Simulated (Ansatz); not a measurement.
## TiO2 (Anatase): how G0W0 depends on its starting point

How much of the starting functional survives in the G0W0 gap of TiO2 (Anatase)?

Method: G0W0 on several functionals, plane waves, PAW, in Ansatz 0.2.0.

In doubt: masses and optical values from hybrid runs of this build are listed as unsure (steps 3, 4), which bears on the screening that GW takes from such a start.

## (1) Set-up

It takes space group I4_1/amd (No. 141, tetragonal). Conventional cell: a = 3.784 Å, b = 3.784 Å, c = 9.515 Å, α = 90.00°, β = 90.00°, γ = 90.00°. Nearest to Ti lie 6 O at 1.93 to 1.98 Å. O has 3 Ti at 1.93 to 1.98 Å nearest. Farther neighbours and most contacts between anions are not listed.

The cell and positions come from the Crystallography Open Database and are kept as given unless a step says otherwise. The default PAW set here is soft_2. Its files were made with PBE.

## (2) G0W0 on PBE

Now the one-shot GW correction: screening in the RPA, then the self-energy of the levels asked for.

This step: G0W0 on PBE, plane waves, PAW.

input.yaml

```yaml
crystal:
  lattice:
    - [-1.8921, 1.8921, 4.7573]
    - [1.8921, -1.8921, 4.7573]
    - [1.8921, 1.8921, -4.7573]
  atoms:
    - { symbol: Ti, position: [0.0, 0.0, 0.0] }
    - { symbol: Ti, position: [0.75, 0.25, 0.5] }
    - { symbol: O, position: [0.2081, 0.2081, 0.0] }
    - { symbol: O, position: [0.9581, 0.4581, 0.5] }
    - { symbol: O, position: [0.5419, 0.0419, 0.5] }
    - { symbol: O, position: [0.7919, 0.7919, 0.0] }
kpoints:
  mp_grid: { grid: [6, 6, 6] }
hamiltonian:
  xc: pbe
scf:
  occupations: { method: fixed }
gw:
  n_empty_bands: 437
  ecut_chi: 200.0
  qp_bands: [v2, c2]
  qp_kpoints: band_edges
  screening: { model: contour_deformation }
```

Started as:

```bash
$ ansatz run input.yaml --threads 3 --pin off --max-ram 64512MiB --backend cuda --events-out ev --progress --plain --runs-dir out --devices 1 --max-vram 24GiB  # rebuilt from the run's record
```

Numbers of over 12 decimals in the logs are rounded to 6 here.

Output:

```text
GPUs: using 1 of 1 available (devices: 1).
Engine: ansatz 0.2.0, x86_64-unknown-linux-gnu
Pseudopotentials: kind: paw
Pseudopotential: Ti, paw, valence charge 12, recommended cutoff 420 eV (normal), Ti.paw.azcp
Pseudopotential: O, paw, valence charge 6, recommended cutoff 420 eV (normal), O.paw.azcp
Functional definition: PBE
  parameter kappa = 0.804
  parameter beta = 0.066725
  exchange = pbe_x(kappa = kappa, mu = beta*pi^2/3)
  correlation = pbe_c(beta = beta)
device memory: the entry about to start is reckoned to put 1.2 GiB on a device that reports 77.6 GiB free (of which the cap on the GPU budget leaves the run 24.0 GiB)
GPU FFT provider: cuFFT
GPU libraries: cuBLAS 13.8.1, cuFFT 12.4.0, cuSOLVER 12.3.2
Crystal: 6 atoms, lattice volume = 68.125 Å³
Basis set: ecut = 420 eV, 1315 PW (Γ)
Bands: 30, of which v1, the nominal top of the filled ones, is band 24 counted from 1 (23 counted from 0)
Symmetry: 16 space group operations
Space group: I41/amd (ITA 141), of the structure as read, at distance tolerance 4.1e-5 Å
k-points: 30 of 216
Non-local potential: Ti, projectors of the file, l = 0: 3, l = 1: 2, l = 2: 3, l = 3: 1
Non-local potential: O, projectors of the file, l = 0: 2, l = 1: 2, l = 2: 1
PAW form: soft (Blöchl's): semilocal exchange-correlation on the pseudo side does not see the compensation charge
PAW one-centre angular grid: Ti, 590 points (default); XC on 64 Gauss nodes
PAW one-centre angular grid: O, 110 points (default); XC on 64 Gauss nodes
Initial density: superposition of atomic densities (neutral atoms: chi_scale 0, normalization atom), corrected by the library's trained network
Initial wavefunctions: pseudopotential atomic-orbital guess
GPU buffer pool allocated for 64000 grid points (all kernels)
GPU transforms: local potential and band sums: pruned to the plane-wave sphere, on 40×40×40
Functional: x = pbe(κ = 0.804, μ = 0.219515), c = pbe(β = 0.066725)
SCF iter   1: F=—  HF=-7277.469444 eV  |F-HF|=—  |Δ(HF+E_count)|=         —  Δρ=3.44e-3  dr2=3.18e-3  ethr=1.77e-3  ⟨swp⟩=4.1  Hψ=3412  notcnv=0  defer=78
preconditioner: auto → none  [insulator: Δε(μ)=2.183 eV  Ē_g=9.668 eV  n_scr=14 (ndim 8)  ℏωp=25.4 eV  f_vac=0.102  ε∞_Penn≈7.9]
SCF iter   2: F=—  HF=-7277.471126 eV  |F-HF|=—  |Δ(HF+E_count)|=   1.68e-3  Δρ=2.66e-3  dr2=3.64e-3  ethr=6.63e-6  ⟨swp⟩=3.2  Hψ=1878  notcnv=0  defer=120
SCF iter   3: F=—  HF=-7277.470946 eV  |F-HF|=—  |Δ(HF+E_count)|=   1.80e-4  Δρ=1.46e-3  dr2=9.74e-4  ethr=6.63e-6  ⟨swp⟩=2.0  Hψ=1371  notcnv=0  defer=120
SCF iter   4: F=—  HF=-7277.471071 eV  |F-HF|=—  |Δ(HF+E_count)|=   1.25e-4  Δρ=5.98e-4  dr2=1.55e-4  ethr=2.03e-6  ⟨swp⟩=2.0  Hψ=1204  notcnv=0  defer=120
SCF iter   5: F=—  HF=-7277.471109 eV  |F-HF|=—  |Δ(HF+E_count)|=   3.85e-5  Δρ=1.19e-4  dr2=5.70e-6  ethr=3.22e-7  ⟨swp⟩=2.0  Hψ=1120  notcnv=0  defer=64
SCF iter   6: F=-7277.471112 eV  HF=-7277.471112 eV  |F-HF|=4.60e-9  |Δ(HF+E_count)|=   2.67e-6  Δρ=1.17e-5  dr2=5.25e-8  ethr=2.08e-10  ⟨swp⟩=7.8  Hψ=3764  notcnv=0
SCF 1 converged in 6 iterations: F = -7277.471112 eV  dr2 = 5.25e-8
  greatest PAW one-centre occupation: 0.999 electrons in one spin orbital (limit 2), on the Ti atom at site 1 (counted from 0), in its partial waves of l = 0
device memory: the entry about to start is reckoned to put 1.3 GiB (of the 1.4 GiB reckoned in all, the device holds 0.1 GiB already) on a device that reports 72.1 GiB free (of which the cap on the GPU budget leaves the run 23.9 GiB)
NSCF: frozen V_eff on 30 k-points, pencils in batches of 32, up to order 120
the band table was solved once the SCF had ended and its energy, with any forces and stress, was formed, with the checks that follow a solve (3859 applications of the Hamiltonian). They found nothing against the state; the energy, forces and stress were not computed again (output.eigenvalues in the input reference)
device memory: the entry about to start is reckoned to put 4.4 GiB on a device that reports 70.5 GiB free (of which the cap on the GPU budget leaves the run 24.0 GiB)
NSCF: frozen V_eff on 30 k-points
G₀W₀ screening: q 1/30
[... further progress lines ...]
device memory: the entry about to start is reckoned to put 0.6 GiB on a device that reports 68.2 GiB free (of which the cap on the GPU budget leaves the run 24.0 GiB)
NSCF: frozen V_eff on 1 k-points
device memory: the entry about to start is reckoned to put 0.6 GiB on a device that reports 68.2 GiB free (of which the cap on the GPU budget leaves the run 24.0 GiB)
NSCF: frozen V_eff on 1 k-points
device memory: the entry about to start is reckoned to put 0.6 GiB on a device that reports 68.2 GiB free (of which the cap on the GPU budget leaves the run 24.0 GiB)
NSCF: frozen V_eff on 1 k-points
SCF converged after 6 iterations
Free energy (F): -7277.471112 eV
Harris-Foulkes:  -7277.471112 eV  (|F-HF|=4.60e-9)
Internal energy: -7277.471112 eV  (E = F + TS)
E sigma→0 (E₀):  -7277.471112 eV
Fermi energy:    7.290149 eV
--- Per-component energies (eV) ---
  E_band       = -455.205566
  E_kinetic    = 1248.477498
  E_local      = -3570.329959  (includes V_loc(G=0)·N_el)
  E_nonlocal   = 196.559977
  E_hartree    = 1385.281100
  E_xc         = -492.965259
  E_vxc        = -624.309321  (∫ρ·V_xc dr)
  E_paw        = -2722.308975  (= ΣΔE_a)
  E_vpaw       = -476.184549  (= ΣTr[D̂ρ^β])
  E_aug_tail   = 0.010058  (compensation charges beyond the density's cutoff)
  E_ewald      = -3322.195552
  E_smearing   = -0.000000  (= −TS)
  E_closure    = 0.000000  (closes the sum)
  Σ components = -7277.471112   (vs F -7277.471112, Δ=0.00e0)
--- Band table (eV; the first three rows and the last of 30) ---
  k-point 0: bands = [... 20 lower, 6.5768, 6.5768, 6.8603, 6.8603, 9.4571, 10.1979, 11.3381, 11.3381, ... 2 higher]
  k-point 1: bands = [... 20 lower, 5.9961, 6.1682, 6.6813, 7.0711, 10.2981, 10.3998, 10.5942, 11.0350, ... 2 higher]
  k-point 2: bands = [... 20 lower, 5.2662, 6.3837, 6.7441, 7.2230, 10.4095, 10.6690, 10.8331, 11.1645, ... 2 higher]
  k-point 29: bands = [... 20 lower, 6.0736, 6.0736, 7.2097, 7.2097, 9.8146, 9.8146, 11.1183, 11.1183, ... 2 higher]
--- G₀W₀: contour deformation, 7 samples at zero and on the imaginary axis and 2 off it, 216 q-points, 437 empty bands' worth ---
  eigenvalues of the whole cell's RPA ε∞ on this k-mesh (on a slab, of 1 + 4πα/V) = 5.9958, 6.5496, 6.5496; static W/v taken at q = 0 is 0.155855
  bands read: the sum over 461 bands ends inside a degenerate multiplet in 5 slots, whose members it reads at an even weight; the widest, k=3: bands 461 to 462 (counted from 1) at 1/2 each
  gw.qp_kpoints: band_edges: 24 of 30 stored k-points solved, in 1 pass; an edge of the gap read off the rows below is read off those points alone
    valence top: of the k-points left out ik 7 came nearest to being solved in a further pass, in band 24 (counted from 1, as in the quasiparticle table): it holds the edge there only if its correction is more favourable than any solved in that band by at least 0.529 eV; those differ by 0.060 eV
    conduction bottom: of the k-points left out ik 27 came nearest to being solved in a further pass, in band 25 (counted from 1, as in the quasiparticle table): it holds the edge there only if its correction is more favourable than any solved in that band by at least 0.873 eV; those differ by 0.159 eV
    ik  band        ε_KS         Σx   Σc(E_QP)       V_xc       Z   E_QP_lin       E_QP  E_QP is
     0    23      6.8603   -25.3206     4.5231   -20.3244  0.6976     6.3818     6.3871  root
     0    24      6.8603   -25.3206     4.5231   -20.3244  0.6976     6.3818     6.3871  root
     0    25      9.4571   -13.0752    -6.6747   -20.7917  0.7286    10.5198    10.4989  root
     0    26     10.1979   -13.4563    -7.5431   -22.1402  0.7077    11.3707    11.3387  root
     1    23      6.6813   -25.8880     4.4857   -20.8930  0.7081     6.1663     6.1720  root
     1    24      7.0711   -25.7413     4.4631   -20.8004  0.7051     6.5885     6.5934  root
     1    25     10.2981   -13.3669    -7.5902   -22.0988  0.7078    11.4721    11.4398  root
     1    26     10.3998   -14.3012    -6.6106   -21.9275  0.7082    11.4393    11.4156  root
     2    23      6.7441   -25.3313     4.4741   -20.3801  0.7003     6.2617     6.2670  root
     2    24      7.2230   -25.6906     4.4539   -20.7911  0.7021     6.7732     6.7775  root
     2    25     10.4095   -13.6317    -7.5713   -22.3636  0.7073    11.6036    11.5702  root
     2    26     10.6690   -14.7392    -7.0263   -22.8996  0.7060    11.8346    11.8032  root
     3    23      7.2901   -25.8087     4.4262   -20.9375  0.7049     6.8411     6.8452  root
     3    24      7.2901   -25.8087     4.4262   -20.9375  0.7049     6.8411     6.8452  root
     3    25     10.6937   -13.8838    -7.6765   -22.7148  0.7004    11.8836    11.8482  root
     3    26     10.6937   -13.8838    -7.6765   -22.7148  0.7004    11.8836    11.8482  root
     4    23      6.6095   -26.0100     3.9891   -21.5857  0.7152     6.1706     6.1743  root
     4    24      6.8711   -25.6509     4.4535   -20.7074  0.7055     6.3758     6.3811  root
     4    25     10.0153   -14.0527    -6.4710   -21.5349  0.7164    11.0477    11.0264  root
     4    26     10.3109   -13.4936    -7.5138   -22.1321  0.7063    11.4671    11.4356  root
     5    23      6.6821   -25.9317     4.4689   -20.9314  0.7121     6.1446     6.1507  root
     5    24      6.9221   -25.2441     4.4297   -20.3507  0.6994     6.4535     6.4584  root
     5    25     10.3804   -13.5301    -7.5581   -22.2382  0.7079    11.5631    11.5304  root
     5    26     10.5690   -14.2344    -7.2511   -22.6385  0.7089    11.7541    11.7219  root
[...]
28    23      6.7042   -25.1805     4.3652   -20.3453  0.7011     6.2291     6.2342  root
    28    24      6.7042   -25.1805     4.3652   -20.3453  0.7011     6.2291     6.2342  root
    28    25     10.3065   -13.8871    -6.9961   -21.9573  0.7110    11.4073    11.3805  root
    28    26     10.3065   -13.8871    -6.9961   -21.9573  0.7110    11.4073    11.3805  root
    29    23      7.2097   -26.1440     4.3144   -21.3790  0.7110     6.7550     6.7591  root
    29    24      7.2097   -26.1440     4.3144   -21.3790  0.7110     6.7550     6.7591  root
    29    25      9.8146   -13.2308    -7.0880   -21.4109  0.7191    10.9325    10.9066  root
    29    26      9.8146   -13.2308    -7.0880   -21.4109  0.7191    10.9325    10.9066  root
```

The job ended after 66 s (1 × NVIDIA H100 80GB HBM3 (shared by 3 runs) with 3 threads of AMD EPYC 7R13 (Zen 3), shared host; peak memory 2.6 GiB; 1.9 min of CPU time).

This step gave:

```
bands summed                                 : 461
RPA ε∞ on this mesh (eigenvalues)            : 5.996, 6.550, 6.550
plane waves in the screening matrix          : 447
q-points in the mesh                         : 216
G0W0 gap on the mesh                         : 3.654 eV
k of the valence top                         : 0, 0, -0.5
k of the conduction bottom                   : 0, 0, 0
starting gap on the mesh                     : 2.167 eV
Z at the valence top                         : 0.7049
Z at the conduction bottom                   : 0.7286
least direct G0W0 gap on the computed points : 3.991 eV
```

The gap on the mesh goes from 2.17 eV to 3.65 eV, a correction of +1.49 eV. Between the two edge states, bare exchange in place of the xc potential would open the gap by 12.59 eV, and correlation takes back 11.10 eV.

## (3) G0W0 on HSE06

The same correction from a different start measures what one shot leaves open.

This step: G0W0 on HSE06, plane waves, PAW.

Changes to input.yaml since step 2:

```diff
@@ -15,3 +15,3 @@
 hamiltonian:
-  xc: pbe
+  xc: hse06
 scf:
```

Output:

```text
GPUs: using 1 of 1 available (devices: 1).
[...]
davidson cushion auto → on  (no smearing: the cushion is to keep the highest requested band from converging to the state above it; pin scf.eigensolver.cushion to override)
[...]
GPU FFT provider: cuFFT
GPU libraries: cuBLAS 13.8.1, cuFFT 12.4.0, cuSOLVER 12.3.2
Crystal: 6 atoms, lattice volume = 68.125 Å³
Basis set: ecut = 420 eV, 1315 PW (Γ)
Bands: 30, of which v1, the nominal top of the filled ones, is band 24 counted from 1 (23 counted from 0)
Symmetry: 16 space group operations
[...]
k-points: 30 of 216
[...]
GPU buffer pool allocated for 64000 grid points (all kernels)
[...]
SCF iter   1: F=—  HF=-7277.478084 eV  |F-HF|=—  |Δ(HF+E_count)|=         —  Δρ=3.56e-3  dr2=3.86e-3  ethr=1.77e-3  ⟨swp⟩=5.2  Hψ=3828  notcnv=0
[...]
SCF iter   4: F=-7277.481151 eV  HF=-7277.481148 eV  |F-HF|=3.42e-6  |Δ(HF+E_count)|=   1.48e-4  Δρ=4.72e-4  dr2=7.64e-5  ethr=1.62e-7  ⟨swp⟩=3.1  Hψ=4046  notcnv=0
SCF 1 stopped early in 4 iterations: F = -7277.481151 eV  dr2 = 7.64e-5
[...]
GPU FFT provider: cuFFT
GPU libraries: cuBLAS 13.8.1, cuFFT 12.4.0, cuSOLVER 12.3.2
[...]
GPU buffer pool allocated for 64000 grid points (all kernels)
[...]
Free energy (F): -7276.006309 eV
Frozen-core exchange: fock
[...]
Internal energy: -7276.006309 eV  (E = F + TS)
E sigma→0 (E₀):  -7276.006309 eV
Fermi energy:    6.286607 eV
[...]
--- Band table (eV; the first three rows and the last of 30) ---
  k-point 0: bands = [... 20 lower, 5.5326, 5.5326, 5.8337, 5.8337, 9.9512, 10.8176, 12.0308]
  k-point 1: bands = [... 20 lower, 4.8645, 5.0854, 5.6089, 6.0516, 10.9288, 10.9505, 11.1776]
  k-point 2: bands = [... 20 lower, 4.0468, 5.3099, 5.6886, 6.2203, 11.0379, 11.2572, 11.5106]
  k-point 29: bands = [... 20 lower, 4.9331, 4.9331, 6.2085, 6.2085, 10.3685, 10.3685, 11.8757]
  guard bands above this table: 3 of the run's 30 bands. The solve was not asked for them (output.publish_guard_bands: true or output.eigenvalues: true publishes all)
[...]
0    23      5.8337   -25.4957     4.1183   -21.4642  0.7485     5.9205     5.9206  root
     0    24      5.8337   -25.4957     4.1183   -21.4642  0.7485     5.9205     5.9206  root
     0    25      9.9512   -12.3955    -6.2200   -19.1135  0.7722    10.4522    10.4493  root
     0    26     10.8176   -12.8840    -6.9184   -20.3168  0.7538    11.3357    11.3319  root
     1    23      5.6089   -25.9945     4.0277   -22.0308  0.7565     5.6728     5.6729  root
     1    24      6.0516   -25.8476     4.0581   -21.8773  0.7533     6.1394     6.1395  root
     1    25     10.9288   -12.7993    -6.9405   -20.2479  0.7541    11.4407    11.4370  root
     1    26     10.9505   -13.5132    -6.2225   -20.2455  0.7564    11.4637    11.4602  root
[...]
29    23      6.2085   -26.2555     3.9404   -22.4167  0.7579     6.3099     6.3101  root
    29    24      6.2085   -26.2555     3.9404   -22.4167  0.7579     6.3099     6.3101  root
    29    25     10.3685   -12.6008    -6.5498   -19.6579  0.7638    10.8792    10.8758  root
    29    26     10.3685   -12.6008    -6.5498   -19.6579  0.7638    10.8792    10.8758  root
```

Run time: 2.6 min. Hardware: 1 × NVIDIA H100 80GB HBM3 (shared by 3 runs) with 3 threads; peak memory 3.2 GiB.

This step gave:

```
bands summed                                 : 461
RPA ε∞ on this mesh (eigenvalues)            : 4.409, 4.640, 4.640
plane waves in the screening matrix          : 447
q-points in the mesh                         : 216
G0W0 gap on the mesh                         : 4.048 eV
k of the valence top                         : 0, 0, -0.5
k of the conduction bottom                   : 0, 0, 0
starting gap on the mesh                     : 3.665 eV
Z at the valence top                         : 0.7529
Z at the conduction bottom                   : 0.7722
least direct G0W0 gap on the computed points : 4.403 eV
```

Against the run with 6×6×6 mesh, 437 empty bands, screening to 200 eV on PBE, the gap moves by +0.39 eV, while the start moved by +1.50 eV.

## (4) G0W0 on PBE0

This step: G0W0 on PBE0, plane waves, PAW.

Changes to input.yaml since step 3:

```diff
@@ -15,3 +15,3 @@
 hamiltonian:
-  xc: hse06
+  xc: pbe0
 scf:
```

Output:

```text
GPUs: using 1 of 1 available (devices: 1).
[...]
GPU FFT provider: cuFFT
GPU libraries: cuBLAS 13.8.1, cuFFT 12.4.0, cuSOLVER 12.3.2
Crystal: 6 atoms, lattice volume = 68.125 Å³
Basis set: ecut = 420 eV, 1315 PW (Γ)
Bands: 30, of which v1, the nominal top of the filled ones, is band 24 counted from 1 (23 counted from 0)
Symmetry: 16 space group operations
[...]
k-points: 30 of 216
[...]
1    25     11.2989   -12.7878    -6.7625   -19.8457  0.7686    11.5954    11.5943  root
     1    26     11.3198   -13.4869    -6.0693   -19.8421  0.7710    11.6067    11.6057  root
[...]
29    23      5.8244   -26.2641     3.8028   -22.8100  0.7719     6.1719     6.1731  root
    29    24      5.8244   -26.2641     3.8028   -22.8100  0.7719     6.1719     6.1731  root
    29    25     10.7290   -12.5854    -6.3890   -19.2652  0.7776    11.0208    11.0199  root
    29    26     10.7290   -12.5854    -6.3890   -19.2652  0.7776    11.0208    11.0199  root
[key lines of the parts left out:]
Free energy (F): -7276.825133 eV
Fermi energy:    5.892339 eV
```

It took 2.4 min on 1 × NVIDIA H100 80GB HBM3 (shared by 3 runs) with 3 threads; peak memory 3.1 GiB; 3.5 min of CPU time.

Numbers from this step:

- bands summed: 461
- RPA ε∞ on this mesh (eigenvalues): 4.120, 4.302, 4.302
- plane waves in the screening matrix: 447
- G0W0 gap on the mesh: 4.322 eV
- k of the valence top: 0, 0, -0.5
- k of the conduction bottom: 0, 0, 0
- starting gap on the mesh: 4.408 eV
- least direct G0W0 gap on the computed points: 4.679 eV

Against the run with 6×6×6 mesh, 437 empty bands, screening to 200 eV on HSE06, the gap moves by +0.27 eV, while the start moved by +0.74 eV.

## (5) The starts together

All on the 6×6×6 mesh with 437 empty bands and screening to 200 eV. Times are wall times on 1 × NVIDIA H100 80GB HBM3 (shared by 3 runs) with 3 threads of AMD EPYC 7R13 (Zen 3), shared host, good to a factor of about two.

| start | starting gap (eV) | shift (eV) | G0W0 gap (eV) | RPA ε∞ (harmonic mean) | Z (valence, conduction) | time |
| --- | --- | --- | --- | --- | --- | --- |
| PBE | 2.17 | +1.49 | 3.65 | 6.35 | 0.70, 0.73 | 66 s |
| HSE06 | 3.66 | +0.38 | 4.05 | 4.56 | 0.75, 0.77 | 2.6 min |
| PBE0 | 4.41 | −0.09 | 4.32 | 4.24 | 0.77, 0.79 | 2.4 min |

The parts of the quasiparticle energy at the two band edges (eV; QP = start + Σx + Σc − Vxc):

| run | edge | start | Σx | Σc | Vxc | Z | QP |
| --- | --- | --- | --- | --- | --- | --- | --- |
| PBE | valence top | 7.29 | -25.81 | 4.43 | -20.94 | 0.70 | 6.85 |
| PBE | conduction bottom | 9.46 | -13.08 | -6.67 | -20.79 | 0.73 | 10.50 |
| HSE06 | valence top | 6.29 | -25.93 | 4.04 | -22.01 | 0.75 | 6.40 |
| HSE06 | conduction bottom | 9.95 | -12.40 | -6.22 | -19.11 | 0.77 | 10.45 |
| PBE0 | valence top | 5.89 | -25.94 | 3.89 | -22.42 | 0.77 | 6.26 |
| PBE0 | conduction bottom | 10.30 | -12.38 | -6.07 | -18.73 | 0.79 | 10.58 |

For a hybrid start, Vxc holds its share of exact exchange.

## (6) What came out

| Property | Result |
| --- | --- |
| G0W0@PBE | 3.65 eV (start 2.17 eV) |
| G0W0@HSE06 | 4.05 eV (start 3.66 eV) |
| G0W0@PBE0 | 4.32 eV (start 4.41 eV) |
| known limits | not at the basis limit |

In words: The starting gaps span 2.24 eV and the G0W0 gaps 0.67 eV. Between PBE and PBE0, 0.67 eV of the 2.24 eV survives, 30 %. PBE0 screens less than PBE (ε∞ 4.24 against 6.35). Of the 0.67 eV by which its G0W0 gap is higher, the correlation part gives +1.14 eV, and exchange with the one-particle terms, which follow the orbitals, −0.47 eV. On PBE0 the correction is negative: that start lies above its own G0W0 value. The smallest correction, −0.09 eV, is on PBE0, the start nearest to reproducing itself. Bands and cutoff are finite, so the gap is not at the basis limit. The miss can reach some tenths of an eV and take either sign; the mesh is an error of its own.

[Paths, hosts, dates, memory and timing lines, banners, echoed tables and standing remarks are left out of the program output.]

[Logs are printed without paths, hosts, clocks, repeated set-up lines and the standing remarks that a program may print on its own settings, such as how far it seeks lower states.]

[Runs of the session that timed out or met a known fault of the program may be left out.]

[Cells called generated may have been cut or substituted from an entry of the Crystallography Open Database or the Materials Project.]

[Hosts, paths, dates, database ids (printed as entryN), source tags and the programs' standing remarks are cut or masked in the printed files.]
